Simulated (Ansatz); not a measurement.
## ScC3 (built on the sites of a database entry of AlC3): from the cell to its phonons

Wanted: phonon frequencies of ScC3 (built on the sites of a database entry of AlC3) and what follows from them.

Calculated with Ansatz 0.2.0; DFT LDA, scalar-relativistic, plane waves, norm-conserving pseudopotentials.

The structure was built from a prototype and need not be the compound's stable phase.

## Step 1: The structure

It takes space group Pm-3m (No. 221, cubic). Conventional cell: a = 3.868 Å, b = 3.868 Å, c = 3.868 Å, α = 90.00°, β = 90.00°, γ = 90.00°. Nearest to Sc lie 12 C at 2.74 Å. Nearest to C lie 4 Sc at 2.74 Å and 8 C at 2.74 Å. Farther neighbours are not listed.

## Step 2: Rough relaxation

A rough relaxation comes first, because large forces or stress need no tight tolerances yet.

Contents of input.yaml:

```yaml
crystal:
  lattice:
    - [3.86801, 0.0, 0.0]
    - [0.0, 3.86801, 0.0]
    - [0.0, 0.0, 3.86801]
  atoms:
    - { symbol: Sc, position: [0.0, 0.0, 0.0] }
    - { symbol: C, position: [0.0, 0.5, 0.5] }
    - { symbol: C, position: [0.5, 0.0, 0.5] }
    - { symbol: C, position: [0.5, 0.5, 0.0] }
kpoints:
  mp_grid: { grid: [6, 6, 6] }
hamiltonian:
  xc: lda
  pseudopotentials: { kind: nc }
scf:
  occupations: { method: gaussian, width: 0.1 }
output:
  forces: true
  stress: true
  eigenvalues: true
relax:
  adjacent_minimum: "off"
  f_tol: 0.05
  max_steps: 80
  cell: { stress_tol: 0.5 }
```

The run is started by

```sh
$ ansatz run input.yaml --threads 8 --pin off --max-ram 14336MiB --backend cpu --events-out ev --progress --plain --runs-dir out
```

Numbers of over 12 decimals in the logs are rounded to 6 here.

The log of the run:

```text
The last accepted step is kept in <dir> (removed where the run ends without a failure and the disk answers)
Engine: ansatz 0.2.0, aarch64-unknown-linux-gnu
Pseudopotentials: kind: nc
Pseudopotential: Sc, nc, valence charge 11, recommended cutoff 1061.244064 eV (normal), Sc.nc.azcp (PseudoDojo's, or run here from an input of PseudoDojo's: the run reads no file of this project's for it)
[...]
F+E_penalty+E_count = -1801.06924300 eV   max|allowed force component| = 4.791e-30 eV/Å   (the final SCF, on the basis selected at the relaxed cell)
  cell:  # Å, volume = 34.5588 Å³
    - [3.257263, 0, 0]
    - [0, 3.257263, 0]
    - [0, 0, 3.257263]
  atoms:
    - { symbol: Sc, position: [0, 0, 0] }
    - { symbol: C, position: [0, 0.5, 0.5] }
    - { symbol: C, position: [0.5, 0, 0.5] }
    - { symbol: C, position: [0.5, 0.5, 0] }
[key lines of the parts left out:]
SCF converged after 4 iterations
Free energy (F): -1801.069243 eV
Fermi energy:    12.988658 eV
P = ⅓ Tr σ = -0.1017 GPa (-1.017 kbar)
```

Elapsed: 3.5 s, on 8 threads of Arm Neoverse V2, shared host; peak memory 0.5 GiB; 25 s of CPU time.

Step by step:

| step | energy less that of the first step (eV) | largest force component (eV/Å) | pressure (GPa) | volume (Å³) |
| --- | --- | --- | --- | --- |
| 1 | 0.0000 | 0.0000 | -36.46 | 57.87 |
| 2 | -1.8206 | 0.0000 | -35.13 | 49.81 |
| 3 | -3.2893 | 0.0000 | -27.87 | 42.54 |
| 4 | -4.0896 | 0.0000 | -7.88 | 36.01 |
| 5 | -4.1272 | 0.0000 | 0.86 | 34.42 |
| 6 | -4.1275 | 0.0000 | 0.00 | 34.56 |
| 7* | -4.1256 | 0.0000 | -0.10 | 34.56 |

Relaxation steps marked * repeat the geometry before them on a plane-wave basis chosen anew for their cell, so energy and pressure can jump there.

Forces are held to the 48 operations that the run works with; a distortion that breaks them can't arise in this run.

| cell as run | before | after | change |
| --- | --- | --- | --- |
| a (Å) | 3.868 | 3.257 | -15.8 % |
| b (Å) | 3.868 | 3.257 | -15.8 % |
| c (Å) | 3.868 | 3.257 | -15.8 % |
| volume (Å³/atom) | 14.47 | 8.64 | -40.3 % |

Final coordinates:

```xyz
4
Lattice="3.2573 0.0000 0.0000 0.0000 3.2573 0.0000 0.0000 0.0000 3.2573" Properties=species:S:1:pos:R:3 pbc="T T T"
Sc    0.0000    0.0000    0.0000
C     0.0000    1.6286    1.6286
C     1.6286    0.0000    1.6286
C     1.6286    1.6286    0.0000
```

Numbers from this step:

```yaml
pressure: -0.1017 GPa
volume_per_atom: 8.640 Å³
gap_on_the_k_mesh: 0 eV
```

In this step the volume went from 14.47 to 8.64 Å³/atom.

## Step 3: Bringing the structure to rest

Harmonic phonons are second derivatives at a point where the forces vanish, and they are wanted at zero stress, so atoms and cell are relaxed first.

Contents of input.yaml:

```yaml
crystal:
  lattice:
    - [3.2572629741, 0.0, 0.0]
    - [0.0, 3.2572629741, 0.0]
    - [0.0, 0.0, 3.2572629741]
  atoms:
    - { symbol: Sc, position: [0.0, 0.0, 0.0] }
    - { symbol: C, position: [0.0, 0.5, 0.5] }
    - { symbol: C, position: [0.5, 0.0, 0.5] }
    - { symbol: C, position: [0.5, 0.5, 0.0] }
kpoints:
  mp_grid: { grid: [14, 14, 14] }
hamiltonian:
  xc: lda
  pseudopotentials: { kind: nc }
scf:
  occupations: { method: gaussian, width: 0.1 }
output:
  forces: true
  stress: true
  eigenvalues: true
  write_density: true
  write_potential: true
  elf: true
  volumetric_format: npy
relax:
  adjacent_minimum: "off"
  f_tol: 0.005
  max_steps: 80
  cell: { stress_tol: 0.05 }
```

The log of the run:

```text
[...]
Crystal: 4 atoms, lattice volume = 34.559 Å³
Basis set: ecut = 1115.666836 eV, 2945 PW (Γ)
Bands: 16, of which v1, the nominal top of the filled ones, is band 12 counted from 1 (11 counted from 0)
Symmetry: 48 space group operations
[...]
k-points: 120 of 2744
[...]
SCF iter   1: F=—  HF=-1801.708502 eV  |F-HF|=—  |Δ(HF+E_count)|=         —  Δρ=6.86e-2  dr2=2.15e0  ethr=3.10e-3  ⟨swp⟩=5.3  Hψ=9295  notcnv=0
[...]
SCF iter   8: F=-1801.069258 eV  HF=-1801.069258 eV  |F-HF|=7.36e-9  |Δ(HF+E_count)|=   9.67e-8  Δρ=4.36e-6  dr2=8.13e-9  ethr=4.35e-10  ⟨swp⟩=13.0  Hψ=15486  notcnv=0
SCF 1 converged in 8 iterations: F = -1801.069258 eV  dr2 = 8.13e-9
relax step   1: F+E_penalty+E_count = -1801.06925815 eV  Δ(F+E_penalty+E_count) = +0.000e0 eV  max|allowed force component| = 6.356e-29 eV/Å  Δτ_max = 0.0000 Å  P = -0.595 GPa  Ω = 34.559 Å³  (8 SCF iters, dr2 threshold 1.00e-7 eV, accepted)
Crystal: 4 atoms, lattice volume = 34.483 Å³
[...]
SCF iter   3: F=-1801.069485 eV  HF=-1801.069486 eV  |F-HF|=2.36e-7  |Δ(HF+E_count)|=   1.04e-6  Δρ=2.87e-5  dr2=3.52e-7  ethr=1.74e-9  ⟨swp⟩=9.4  Hψ=15705  notcnv=0
SCF 2 converged in 3 iterations: F = -1801.069485 eV  dr2 = 3.52e-7
relax step   2: F+E_penalty+E_count = -1801.06948534 eV  Δ(F+E_penalty+E_count) = -2.272e-4 eV  max|allowed force component| = 6.278e-30 eV/Å  Δτ_max = 0.0000 Å  P = -0.148 GPa  Ω = 34.483 Å³  energy of the carried Pulay correction = +5.086e-5 eV  (3 SCF iters, dr2 threshold 4.00e-7 eV, accepted)
Crystal: 4 atoms, lattice volume = 34.457 Å³
[...]
SCF iter   4: F=-1801.069514 eV  HF=-1801.069514 eV  |F-HF|=6.17e-9  |Δ(HF+E_count)|=   2.11e-8  Δρ=6.32e-6  dr2=1.21e-8  ethr=2.39e-10  ⟨swp⟩=9.1  Hψ=11838  notcnv=0
SCF 3 converged in 4 iterations: F = -1801.069514 eV  dr2 = 1.21e-8
relax step   3: F+E_penalty+E_count = -1801.06951370 eV  Δ(F+E_penalty+E_count) = -2.836e-5 eV  max|allowed force component| = 1.511e-29 eV/Å  Δτ_max = 0.0000 Å  P = +0.002 GPa  Ω = 34.457 Å³  energy of the carried Pulay correction = +6.772e-5 eV  (4 SCF iters, dr2 threshold 5.50e-8 eV, accepted)
[...]
SCF iter   4: F=-1801.069449 eV  HF=-1801.069449 eV  |F-HF|=7.28e-12  |Δ(HF+E_count)|=  6.82e-13  Δρ=2.77e-7  dr2=1.51e-11  ethr=1.00e-12  ⟨swp⟩=6.3  Hψ=11834  notcnv=0
SCF 4 converged in 4 iterations: F = -1801.069449 eV  dr2 = 1.51e-11
relax step   4: F+E_penalty+E_count = -1801.06944943 eV  Δ(F+E_penalty+E_count) = +6.427e-5 eV  max|allowed force component| = 2.499e-29 eV/Å  Δτ_max = 0.0000 Å  P = -0.001 GPa  Ω = 34.457 Å³  stress off target by 1.32e-3 GPa  SCF on the basis re-selected at this cell (its energy is not comparable with the rows above)  (4 SCF iters)
[...]
SCF converged after 4 iterations
Free energy (F): -1801.069449 eV
[...]
Internal energy: -1801.060252 eV  (E = F + TS)
E sigma→0 (E₀):  -1801.064851 eV
Entropy (-TS):   -0.009197 eV (-2.299 meV/atom)
Fermi energy:    13.055255 eV
[...]
--- Stress (GPa, compression-positive) ---
       -0.001322      -0.000000      -0.000000
       -0.000000      -0.001322      -0.000000
       -0.000000      -0.000000      -0.001322
  P = ⅓ Tr σ = -0.0013 GPa (-0.013 kbar)
--- Band table (eV; the first three rows and the last of 120) ---
  k-point 0: bands = [... 8 lower, 8.7212, 8.7212, 14.2923, 14.2923, 14.2923, 16.4466, 16.4466, 16.4466]
  k-point 1: bands = [... 8 lower, 8.7226, 9.0041, 13.9224, 14.0223, 14.0223, 16.4601, 16.8161, 16.8161]
  k-point 2: bands = [... 8 lower, 8.7230, 9.6481, 13.1310, 13.5228, 13.5228, 16.4980, 17.2231, 17.4733]
  k-point 119: bands = [... 8 lower, 8.3143, 8.3143, 8.3143, 17.8918, 17.8918, 17.8918, 17.9510, 17.9510]
--- Relaxed structure (3 steps of the walk, 3 accepted, 1 SCFs on fresh bases) ---
[...]
cell:  # Å, volume = 34.4574 Å³
    - [3.254075, 0, 0]
    - [0, 3.254075, 0]
    - [0, 0.0, 3.254075]
  atoms:
    - { symbol: Sc, position: [0, 0, 0] }
    - { symbol: C, position: [0, 0.500000, 0.500000] }
    - { symbol: C, position: [0.500000, 0, 0.500000] }
    - { symbol: C, position: [0.500000, 0.500000, 0] }
```

Elapsed: 6.5 s, on 8 threads; peak memory 0.55 GiB.

Little changed from the start: no atom moved by 0.005 Å and no cell edge by 0.1 %.

Numbers from this step:

```yaml
pressure: -0.001322 GPa
volume_per_atom: 8.614 Å³
```

Electrostatic potential energy in the ac plane at fractional y = 0.000, with atoms of Sc and C within 0.2 Å of it. With pseudopotentials it is smooth inside the atoms' cores, unlike the true potential.

Ten even steps from '0' (-122 eV) to '9' (14 eV):
```
00268999999998620
12578999999998752
56789999999999876
88899999999999988
99999999999999999
99999998778999999
99999986556899999
99999975335799999
99999975335799999
99999986556899999
99999998778999999
99999999999999999
88899999999999988
56789999999999876
12578999999998752
00268999999998620
00158999999998510
```
Columns run along a (3.3 Å; values clipped at the 3rd and 97th percentile), rows up along c (3.3 Å). Atoms in or near the plane, at fractional coordinates: Sc at (0.00, 0.00), C at (0.50, 0.50).

ELF in the ac plane at fractional y = 0.000, with atoms of Sc and C within 0.2 Å of it. It is the smooth field of the valence electrons, not physical close to the nuclei.

Values, 14 rows by 14 columns, each cell a mean:
```
0.27 0.62 0.83 0.63 0.19 0.08 0.13 0.15 0.12 0.08 0.26 0.68 0.83 0.56
0.78 0.83 0.76 0.43 0.14 0.17 0.30 0.35 0.28 0.15 0.17 0.49 0.78 0.83
0.73 0.66 0.45 0.21 0.19 0.43 0.60 0.65 0.59 0.37 0.18 0.24 0.49 0.68
0.30 0.24 0.16 0.19 0.45 0.72 0.80 0.82 0.80 0.68 0.39 0.18 0.17 0.26
0.07 0.09 0.17 0.42 0.73 0.83 0.78 0.74 0.79 0.82 0.68 0.37 0.15 0.08
0.09 0.13 0.32 0.64 0.82 0.74 0.39 0.22 0.45 0.79 0.80 0.59 0.28 0.12
0.12 0.18 0.39 0.69 0.83 0.65 0.17 0.01 0.22 0.74 0.82 0.65 0.35 0.15
0.09 0.14 0.34 0.65 0.82 0.72 0.34 0.17 0.39 0.78 0.80 0.60 0.30 0.13
0.06 0.09 0.20 0.48 0.76 0.82 0.72 0.65 0.74 0.83 0.72 0.43 0.17 0.08
0.22 0.18 0.13 0.21 0.51 0.76 0.82 0.83 0.82 0.73 0.45 0.19 0.14 0.19
0.69 0.60 0.39 0.18 0.21 0.48 0.65 0.69 0.64 0.42 0.19 0.21 0.43 0.63
0.81 0.83 0.72 0.39 0.13 0.20 0.34 0.39 0.32 0.17 0.16 0.45 0.76 0.83
0.37 0.66 0.83 0.60 0.18 0.09 0.14 0.18 0.13 0.09 0.24 0.66 0.83 0.62
0.05 0.37 0.81 0.69 0.22 0.06 0.09 0.12 0.09 0.07 0.30 0.73 0.78 0.27
```
Columns run along a (3.3 Å), rows up along c (3.3 Å). Atoms in or near the plane, at fractional coordinates: Sc at (0.00, 0.00), C at (0.50, 0.50).

Valence density in the ac plane at fractional y = 0.000, with atoms of Sc and C within 0.2 Å of it. It is the smooth field of the valence electrons, not physical close to the nuclei.

Values in e/Å³, 14 rows by 14 columns, each cell a mean:
```
4.7 6.0 4.4 1.6 0.5 0.2 0.2 0.2 0.2 0.2 0.6 2.0 5.0 6.0
5.6 4.7 2.6 1.0 0.4 0.3 0.3 0.3 0.3 0.3 0.4 1.1 2.9 5.0
2.4 1.8 1.0 0.5 0.4 0.4 0.4 0.4 0.4 0.4 0.4 0.6 1.1 2.0
0.7 0.6 0.4 0.4 0.4 0.6 0.8 0.8 0.7 0.6 0.4 0.4 0.4 0.6
0.2 0.2 0.3 0.4 0.6 1.0 1.3 1.4 1.3 0.9 0.6 0.4 0.3 0.2
0.2 0.2 0.3 0.4 0.8 1.4 1.6 1.5 1.6 1.3 0.7 0.4 0.3 0.2
0.2 0.2 0.3 0.5 0.9 1.5 1.3 0.8 1.5 1.4 0.8 0.4 0.3 0.2
0.2 0.2 0.3 0.5 0.9 1.4 1.5 1.3 1.6 1.3 0.8 0.4 0.3 0.2
0.2 0.2 0.3 0.4 0.7 1.1 1.4 1.5 1.4 1.0 0.6 0.4 0.3 0.2
0.5 0.4 0.4 0.4 0.5 0.7 0.9 0.9 0.8 0.6 0.4 0.4 0.4 0.5
1.9 1.5 0.9 0.5 0.4 0.4 0.5 0.5 0.4 0.4 0.4 0.5 1.0 1.6
5.1 4.2 2.3 0.9 0.4 0.3 0.3 0.3 0.3 0.3 0.4 1.0 2.6 4.4
5.1 6.0 4.2 1.5 0.4 0.2 0.2 0.2 0.2 0.2 0.6 1.8 4.7 6.0
1.5 5.1 5.1 1.9 0.5 0.2 0.2 0.2 0.2 0.2 0.7 2.4 5.6 4.7
```
Columns run along a (3.3 Å), rows up along c (3.3 Å). Atoms in or near the plane, at fractional coordinates: Sc at (0.00, 0.00), C at (0.50, 0.50).

In this step the volume went from 8.64 to 8.61 Å³/atom.

## Step 4: Relaxing to small forces for the phonons

Phonons need a cell at rest on their own settings, so the relaxation is repeated with tight tolerances on forces and stress, using the mesh and the filling of the phonon run that follows.

Contents of input.yaml:

```yaml
crystal:
  lattice:
    - [3.2540750387, 0.0, 0.0]
    - [0.0, 3.2540750387, 0.0]
    - [0.0, 0.0, 3.2540750387]
  atoms:
    - { symbol: Sc, position: [0.0, 0.0, 0.0] }
    - { symbol: C, position: [0.0, 0.5, 0.5] }
    - { symbol: C, position: [0.5, 0.0, 0.5] }
    - { symbol: C, position: [0.5, 0.5, 0.0] }
kpoints:
  mp_grid: { grid: [16, 16, 16] }
hamiltonian:
  xc: lda
  pseudopotentials: { kind: nc }
scf:
  occupations: { method: methfessel_paxton, width: 0.2 }
output:
  forces: true
  stress: true
  eigenvalues: true
relax:
  adjacent_minimum: "off"
  f_tol: 0.001
  max_steps: 60
  cell: { stress_tol: 0.01 }
```

The log of the run:

```text
[...]
Crystal: 4 atoms, lattice volume = 34.457 Å³
Basis set: ecut = 1115.666836 eV, 2945 PW (Γ)
Bands: 16, of which v1, the nominal top of the filled ones, is band 12 counted from 1 (11 counted from 0)
Symmetry: 48 space group operations
[...]
k-points: 165 of 4096
[...]
--- Relaxed structure (3 steps of the walk, 3 accepted, 1 SCFs on fresh bases) ---
[...]
cell:  # Å, volume = 34.4479 Å³
    - [3.253774, 0, 0]
    - [0, 3.253774, 0]
    - [0, 0, 3.253774]
  atoms:
    - { symbol: Sc, position: [0, 0, 0] }
    - { symbol: C, position: [0, 0.500000, 0.500000] }
    - { symbol: C, position: [0.500000, 0, 0.500000] }
    - { symbol: C, position: [0.500000, 0.500000, 0] }
[key lines of the parts left out:]
SCF converged after 4 iterations
Free energy (F): -1801.065420 eV
Fermi energy:    13.060787 eV
P = ⅓ Tr σ = -0.0002 GPa (-0.002 kbar)
```

It took 7.8 s on 8 threads; peak memory 0.61 GiB.

Little changed from the start: no atom moved by 0.005 Å and no cell edge by 0.1 %.

Numbers from this step:

```yaml
pressure: -1.51e-4 GPa
volume_per_atom: 8.612 Å³
```

The forces vanish by symmetry and the pressure is 0.000 GPa, within the tolerances set. The cell now holds 8.61 Å³/atom.

## Step 5: Modes at Γ

The zone centre comes first: it holds the modes that light can see, as far as symmetry allows. No field response is asked, since the mesh shows no gap.

input.yaml, the sections that differ from step 4:

```yaml
crystal:
  lattice:
    - [3.2537740111, 0.0, 0.0]
    - [0.0, 3.2537740111, 0.0]
    - [0.0, 0.0, 3.2537740111]
  atoms:
    - { symbol: Sc, position: [0.0, 0.0, 0.0] }
    - { symbol: C, position: [0.0, 0.5, 0.5] }
    - { symbol: C, position: [0.5, 0.0, 0.5] }
    - { symbol: C, position: [0.5, 0.5, 0.0] }
output:
  eigenvalues: true
phonons:
  method: dfpt
# kpoints, hamiltonian, scf: as in step 4
# relax: removed
```

The log of the run:

```text
zone centre: on kpoints.mp_grid the ground state, and the responses unless they are solved on pairs of k-points, stand on 729 of the mesh's 4096 k-points, reduced under 8 symmetry operations, with k and −k counted as one. Each operation leaves every solved displacement unchanged or reverses it
[...]
Crystal: 4 atoms, lattice volume = 34.448 Å³
Basis set: ecut = 1115.666836 eV, 2945 PW (Γ), exchange–correlation on 72×72×72 points (8 copies of the dense FFT grid, shifted against one another)
Bands: 16, of which v1, the nominal top of the filled ones, is band 12 counted from 1 (11 counted from 0)
Symmetry: 48 space group operations
k-points: 729 of 4096 (irreducible under 8 space group operations)
[...]
SCF iter   1: F=—  HF=-1801.711843 eV  |F-HF|=—  |Δ(HF+E_count)|=         —  Δρ=6.88e-2  dr2=2.15e0  ethr=3.10e-3  ⟨swp⟩=5.0  Hψ=55211  notcnv=0
[...]
SCF iter   9: F=-1801.065420 eV  HF=-1801.065420 eV  |F-HF|=5.00e-12  |Δ(HF+E_count)|=   1.97e-9  S|Δr|=    0.00e0  Δρ=2.87e-7  dr2=8.06e-12  ethr=1.00e-12  ⟨swp⟩=8.3  Hψ=79100  notcnv=0
the search or the solves at the SCF's close seem to have found levels that the self-consistency loop had missed (the run counts 14). By its estimate they hold under 1e-12 electrons; where the run keeps them, the occupations were computed again with them
SCF 1 converged in 9 iterations: F = -1801.065420 eV  dr2 = 8.06e-12
DFPT response loops at Γ: preconditioner auto → Kerker (q_TF=auto, 2.551 Å⁻¹) (partly filled bands, converged f_vac=0.000); β = 1.00, the filter's whole step (`scf.mixing.beta` (0.50) is not read by the response loops under this deck's `scf.mixing.preconditioner`; to damp them name `kerker` or `kerker_dos`, under which they read `scf.mixing.beta`, and type it under 1.00, their step now; both keys bind the ground state too); Broyden in place of MSR1
SCF converged after 9 iterations
[...]
Free energy (F): -1801.065420 eV
[...]
Internal energy: -1801.062551 eV  (E = F + TS)
E sigma→0 (E₀):  -1801.064702 eV
Entropy (-TS):   -0.002869 eV (-0.717 meV/atom)
Fermi energy:    13.060787 eV
[...]
--- Band table (eV; the first three rows and the last of 729) ---
  k-point 0: bands = [... 8 lower, 8.7230, 8.7230, 14.2971, 14.2971, 14.2971, 16.4553, 16.4553, 16.4553]
  k-point 1: bands = [... 8 lower, 8.7241, 8.9446, 14.0065, 14.0828, 14.0828, 16.4656, 16.7463, 16.7463]
  k-point 2: bands = [... 8 lower, 8.7253, 9.4707, 13.3513, 13.6540, 13.6540, 16.4952, 17.2245, 17.3592]
  k-point 728: bands = [... 8 lower, 8.3190, 8.3190, 8.3190, 17.8976, 17.8976, 17.8976, 17.9611, 17.9611]
--- Phonons (Γ-DFPT): 3 representative perturbations + reference, on 729 of 4096 k-points (Σ response iterations 10) ---
  k mesh reduced under 8 symmetry operations, with k and −k counted as one. Each operation leaves every solved displacement unchanged or reverses it
  ASR residual: 6.640e-4 → 0.000e0 eV/Å²; symmetrization residual: 3.390e-6 eV/Å²
  ASR residual per site (eV/Å²): 6.64e-4 8.81e-5 8.81e-5 8.81e-5
  Γ frequencies (cm⁻¹): -562.13 -562.13 -562.13 0.00 0.00 0.00 393.49 393.49 393.49 512.41 512.41 512.41
  non-analytic LO–TO correction: not included (Born effective charges unavailable; polar crystals: no LO–TO splitting at Γ)
```

Wall time 50 s (8 threads); peak memory 3.9 GiB.

Reading the cycles: dr2 is the Hartree energy of the density residual (eV), the measure of convergence; HF is the Harris–Foulkes estimate of the energy, which meets the free energy F at convergence.

Numbers from this step:

- sum-rule residual before enforcement: 6.64e-4 eV/Å²
- point group: m-3m
- highest optical mode at the zone centre (no LO-TO term): 512.4 cm⁻¹
- lowest optical zone-centre mode: -562.1 cm⁻¹

Patterns of degenerate modes are one choice out of their space. Modes at Γ, with each element's share of the kinetic energy (negative means imaginary):

| mode | frequency (cm⁻¹) | symmetry | Sc % | C % |
| --- | --- | --- | --- | --- |
| 1 | -562.1 | T1u | 5 | 95 |
| 2 | -562.1 | T1u | 5 | 95 |
| 3 | -562.1 | T1u | 5 | 95 |
| 4 | 0.0 | acoustic | 56 | 44 |
| 5 | 0.0 | acoustic | 56 | 44 |
| 6 | 0.0 | acoustic | 56 | 44 |
| 7 | 393.5 | T2u | 0 | 100 |
| 8 | 393.5 | T2u | 0 | 100 |
| 9 | 393.5 | T2u | 0 | 100 |
| 10 | 512.4 | T1u | 40 | 60 |
| 11 | 512.4 | T1u | 40 | 60 |
| 12 | 512.4 | T1u | 40 | 60 |

Displacements in mode 2 (-562.1 cm⁻¹), the largest set to 1:
```
Sc1  0.00  0.01 -0.12
C2   0.00  0.02 -0.27
C3   0.00 -0.07 -0.27
C4   0.00  0.02  1.00
```

Displacements in mode 12 (512.4 cm⁻¹), the largest set to 1:
```
Sc1  0.61  0.00  0.00
C2  -0.27  0.00  0.00
C3  -1.00  0.00  0.00
C4  -1.00  0.00  0.00
```

Before it was imposed, the acoustic sum rule was missed by 6.6e-4 eV/Å². Small misses are needed for a sound result but don't prove that mesh and cutoff are converged. The lowest optical mode is imaginary, 562.1i cm⁻¹, so the energy falls along it.

(Continued in part 2 of 2.)

[Logs are printed without paths, hosts, clocks, repeated set-up lines and the standing remarks that a program may print on its own settings, such as how far it seeks lower states.]

[Hosts, paths, dates, database ids (printed as entryN), source tags and the programs' standing remarks are cut or masked in the printed files.]
